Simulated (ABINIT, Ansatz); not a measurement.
# Quasiparticle gap of CsCdCl3 (Pm-3m) in ABINIT, part 3 of 3

Aim: the G0W0 gap of CsCdCl3 (Pm-3m) on LDA, step by step.

ABINIT 10.8.3; LDA and many-body steps on it, plane waves. Known limits of the many-body steps: not at the basis limit; d shell near the gap, gap tends to lie low; no spin-orbit coupling; coarse k mesh.

So far. Step 4 (Empty states on the mesh, 2×2×2 mesh, 488 bands): On this mesh the gap is 1.511 eV. Step 5 (Screening, 2×2×2 mesh, 444 bands, screening to 217.7 eV): Local fields lower ε∞ by 9 %. On a Γ-centred mesh this coarse the value itself is usually too large, while a short band sum pulls it down.

The database entry behind the starting cell is an old determination (1928), so it need not match the best structure at ambient conditions.

## 6. Self-energy, 2×2×2 mesh, 444 bands, screening to 217.7 eV

The self-energy is evaluated for the states that the input lists, and the levels follow from it, in one-shot runs by the linearised quasiparticle equation.

This step: G0W0 on LDA, plane waves, norm-conserving pseudopotentials.

The input, run.abi:

```
acell 3*1.0 Angstrom
rprim 
  5.200000000000 0.000000000000 0.000000000000
  0.000000000000 5.200000000000 0.000000000000
  0.000000000000 0.000000000000 5.200000000000
ntypat 3
znucl 55 48 17
natom 5
typat 1 2 3 3 3
xred 
  0.000000000000 0.000000000000 0.000000000000
  0.500000000000 0.500000000000 0.500000000000
  0.000000000000 0.500000000000 0.500000000000
  0.500000000000 0.000000000000 0.500000000000
  0.500000000000 0.500000000000 0.000000000000
pp_dirpath "pseudos"
pseudos "Cs.upf, Cd.upf, Cl.upf"
ecut 47
ngkpt 2 2 2
nshiftk 1
shiftk 0 0 0
kptopt 1
chksymbreak 0
istwfk *1
occopt 1
irdwfk 1
optdriver 4
nband 444
gwcalctyp 0
ecutsigx 47
symsigma 1
nkptgw 2
kptgw 
  0.5000000000 0.5000000000 0.5000000000
  0.0000000000 0.0000000000 0.0000000000
bdgw 
  24 28
  23 27
ecuteps 8
irdscr 1
ppmodel 1
indata_prefix "in"
outdata_prefix "out"
tmpdata_prefix "tmp"
```

Launch:

```console
$ OMP_NUM_THREADS=1 mpirun -n 4 abinit run.abi > log
```

Numbers of over 12 decimals in the logs are rounded to 6 here.

Log:

```text
.Version 10.8.3 of ABINIT. v10.8.2 released Aug 2026.

 Symmetries : space group Pm -3 m (#221); Bravais cP (primitive cubic)
[... echo of the input left out ...]
== DATASET  1 ==================================================================
-   mpi_nproc: 4, omp_nthreads: 1 (-1 if OMP is not activated)

--- !DatasetInfo
iteration_state: {dtset: 1, }
dimensions: {natom: 5, nkpt: 4, mband: 444, nsppol: 1, nspinor: 1, nspden: 1, mpw: 14604, }
cutoff_energies: {ecut:  47.0, pawecutdg:  -1.0, }
electrons: {nelect:   5.00000000E+01, charge:   0.00000000E+00, occopt:   1.00000000E+00, tsmear:   1.00000000E-02, }

 SIGMA: Calculation of the GW corrections

 Based on a program developped by R.W. Godby, V. Olevano, G. Onida, and L. Reining.
 Incorporated in ABINIT by V. Olevano, G.-M. Rignanese, and M. Torrent.
.Using double precision arithmetic ; gwpc =  8

[... cell and pseudopotentials left out ...]
--------------------------------------------------------------------------------

 ==== K-mesh for the wavefunctions ====
 Number of points in the irreducible wedge :     4
[... list of points left out ...]
 Together with 48 symmetry operations and time-reversal symmetry
 yields     8 points in the full Brillouin Zone.

 ==== Q-mesh for screening function ====
 Number of points in the irreducible wedge :     4
[... list of points left out ...]
 Together with 48 symmetry operations and time-reversal symmetry
 yields     8 points in the full Brillouin Zone.

 vcoul_init : cutoff-mode = AUXILIARY_FUNCTION
 q-points for optical limit:   1
     1)      0.000010    0.000020    0.000030
 setmesh: FFT mesh size selected  =    64x   64x   64
          total number of points  =       262144

 Number of electrons calculated from density =   50.0000; Expected =   50.0000
 average of density, n =  0.052694
 r_s =    1.6547
 omega_plasma =   22.1430 [eV]

 === KS Band Gaps ===
  >>>> For spin  1
   Minimum direct gap =   2.0937 [eV], located at k-point      :   0.0000  0.0000  0.0000
   Fundamental gap    =   1.5109 [eV], Top of valence bands at :   0.5000  0.5000  0.5000
                                       Bottom of conduction at :   0.0000  0.0000  0.0000
 SIGMA fundamental parameters:
 PLASMON POLE MODEL  1
 number of plane-waves for SigmaX                14531
 number of plane-waves for SigmaC and W           1021
 number of plane-waves for wavefunctions         14531
 number of bands                                   444
 number of independent spin polarizations            1
 number of spinorial components                      1
 number of k-points in IBZ                           4
 number of q-points in IBZ                           4
 number of symmetry operations                      48
 number of k-points in BZ                            8
 number of q-points in BZ                            8
 number of frequencies for dSigma/dE                 9
 frequency step for dSigma/dE [eV]                0.25
 number of omega for Sigma on real axis              0
 max omega for Sigma on real axis  [eV]           0.00
 zcut for avoiding poles [eV]                     0.10

 EPSILON^-1 parameters (SCR file):
 dimension of the eps^-1 matrix on file           1021
 dimension of the eps^-1 matrix used              1021
 number of plane-waves for wavefunctions         14531
 number of bands                                   444
 number of q-points in IBZ                           4
 number of frequencies                               2
 number of real frequencies                          1
 number of imag frequencies                          1

 matrix elements of self-energy operator (all in [eV])

 Perturbative Calculation

--- !SelfEnergy_ee
iteration_state: {dtset: 1, }
kpoint     : [   0.500,    0.500,    0.500, ]
spin       : 1
KS_gap     :    5.653
QP_gap     :    7.704
Delta_QP_KS:    2.051
data: !SigmaeeData |
     Band     E0 <VxcDFT>   SigX SigC(E0)      Z dSigC/dE  Sig(E)    E-E0       E
       24   1.681 -17.254 -21.080   2.420   0.788  -0.269 -18.363  -1.109   0.572
       25   1.681 -17.254 -21.080   2.420   0.788  -0.269 -18.363  -1.109   0.572
       26   7.334  -9.931  -5.011  -3.790   0.833  -0.201  -8.990   0.942   8.276
       27   7.334  -9.931  -5.011  -3.790   0.833  -0.201  -8.990   0.942   8.276
       28   7.334  -9.931  -5.011  -3.790   0.833  -0.201  -8.990   0.942   8.276

--- !SelfEnergy_ee
iteration_state: {dtset: 1, }
kpoint     : [   0.000,    0.000,    0.000, ]
spin       : 1
KS_gap     :    2.094
QP_gap     :    4.559
Delta_QP_KS:    2.466
data: !SigmaeeData |
     Band     E0 <VxcDFT>   SigX SigC(E0)      Z dSigC/dE  Sig(E)    E-E0       E
       23   1.098 -14.307 -18.491   2.436   0.784  -0.276 -15.676  -1.369  -0.271
       24   1.098 -14.307 -18.491   2.436   0.784  -0.276 -15.676  -1.369  -0.271
       25   1.098 -14.307 -18.491   2.436   0.784  -0.276 -15.676  -1.369  -0.271
       26   3.192 -13.086  -8.162  -3.590   0.821  -0.217 -11.990   1.096   4.288
       27   7.246  -7.982  -3.357  -3.650   0.846  -0.182  -7.157   0.825   8.070

== END DATASET(S) ==============================================================
================================================================================

 -outvars: echo values of variables after computation  --------
           etotal      0.0000000000E+00
            nband         444
             nkpt           4
          spgroup         221
 [... the other variables as echoed above ...]

 Calculation completed.
```

Elapsed: 3.3 min, on 4 MPI ranks of Intel Xeon Platinum 8375C at 2.90GHz (Ice Lake), shared host; peak memory 4.7 GiB; 13 min of CPU time.

This step gave:

| Property | Result |
| --- | --- |
| G0W0 gap on the points computed | 3.716 eV |
| starting gap on the mesh | 1.511 eV |
| k of the valence top | 0.5, 0.5, 0.5 |
| k of the conduction bottom | 0, 0, 0 |
| Z at the valence top | 0.788 |
| Z at the conduction bottom | 0.821 |
| least direct G0W0 gap on the computed points | 4.559 eV |

The gap on the mesh goes from 1.51 eV to 3.72 eV, a correction of +2.21 eV.

Limits: finite bands, cutoff and mesh; d shell near the gap, gap tends to lie low; no spin-orbit coupling; coarse k mesh. v1 is the top filled band, c1 the lowest empty one. The levels before and after the correction (eV, zero at the valence-band top of each column):

```tsv
	conduction bottom	valence top
Kohn-Sham	1.51	0.00
G0W0	3.72	0.00
```

```tsv
	level	energy (eV)
Kohn-Sham	(0.5 0.5 0.5) v2-v1	0.000
Kohn-Sham	(0.5 0.5 0.5) c1-c3	5.653
Kohn-Sham	Γ v3-v1	-0.583
Kohn-Sham	Γ c1	1.511
Kohn-Sham	Γ c2	5.565
G0W0	(0.5 0.5 0.5) v2-v1	0.000
G0W0	(0.5 0.5 0.5) c1-c3	7.704
G0W0	Γ v3-v1	-0.843
G0W0	Γ c1	3.716
G0W0	Γ c2	7.498
```

## 7. Where the time went

Times are wall times on 4 MPI ranks of Intel Xeon Platinum 8375C at 2.90GHz (Ice Lake), shared host, good to a factor of about two.

```tsv
step	time	share	memory (GiB)
ground state	99 s	6 %	0.6
bands along the symmetry lines	2.3 min	9 %	0.6
empty states on the mesh	14 min	54 %	0.95
screening	5 min	19 %	4.5
self-energy	3.3 min	12 %	4.7
```

## 8. What came out

```
LDA gap              : 1.51 eV, indirect
G0W0 gap on the mesh : 3.72 eV
GW settings          : 2×2×2 mesh, 444 bands, screening to 217.7 eV, Godby-Needs plasmon pole
known limits         : not at the basis limit; d shell near the gap, gap tends to lie low; no spin-orbit coupling; coarse k mesh
```

What this shows: G0W0 moves the gap on the mesh from 1.51 eV to 3.72 eV (+2.21 eV), with Z of 0.79 and 0.82 at the edges. Local fields lower the RPA ε∞ on this mesh from 5.01 to 4.54; a Γ-centred mesh this coarse tends to raise both, most where the direct gap is narrow, while a short band sum lowers them. Only 2 of the mesh's irreducible points were corrected, so a valley elsewhere could overtake. The dearest step here is «empty states on the mesh». Bands and cutoff are finite, so the gap is not at the basis limit. The miss can reach some tenths of an eV and take either sign; the mesh is an error of its own. In the G0W0 run levels were corrected at 2 k points alone, so a gap called «on the mesh» is the least over those, and an edge elsewhere would be missed. The 2×2×2 mesh is coarse for this cell, which bears on the long-range parts of exchange and screening. This is the ideal cubic cell; many perovskites, halides above all, are cubic only on average, and local tilts or off-centring can widen the gap. A d shell, filled or nearly so, lies near the gap. One-shot GW converges very slowly in bands there, not always from below, and on a semilocal start the gap tends to come out low; starts rich in exact exchange can overshoot instead. The many-body steps are scalar-relativistic: spin-orbit coupling is not in them.

[Paths, hosts, dates, memory and timing lines, banners, echoed tables and standing remarks are left out of the program output.]

[Logs are printed without paths, hosts, clocks, repeated set-up lines and the standing remarks that a program may print on its own settings, such as how far it seeks lower states.]

[Runs of the session that timed out or met a known fault of the program may be left out.]

[Hosts, paths, dates, database ids (printed as entryN), source tags and the programs' standing remarks are cut or masked in the printed files.]

[G0W0 gaps are taken among the corrected bands and points alone; a level outside them can change the order at an edge.]

[Where Ansatz stands beside ABINIT at settings called matched, ABINIT's density can come from a denser mesh and the files from another edition; pairs whose starting gaps differed by over 0.03 eV were left out, so agreement reads better than it is.]
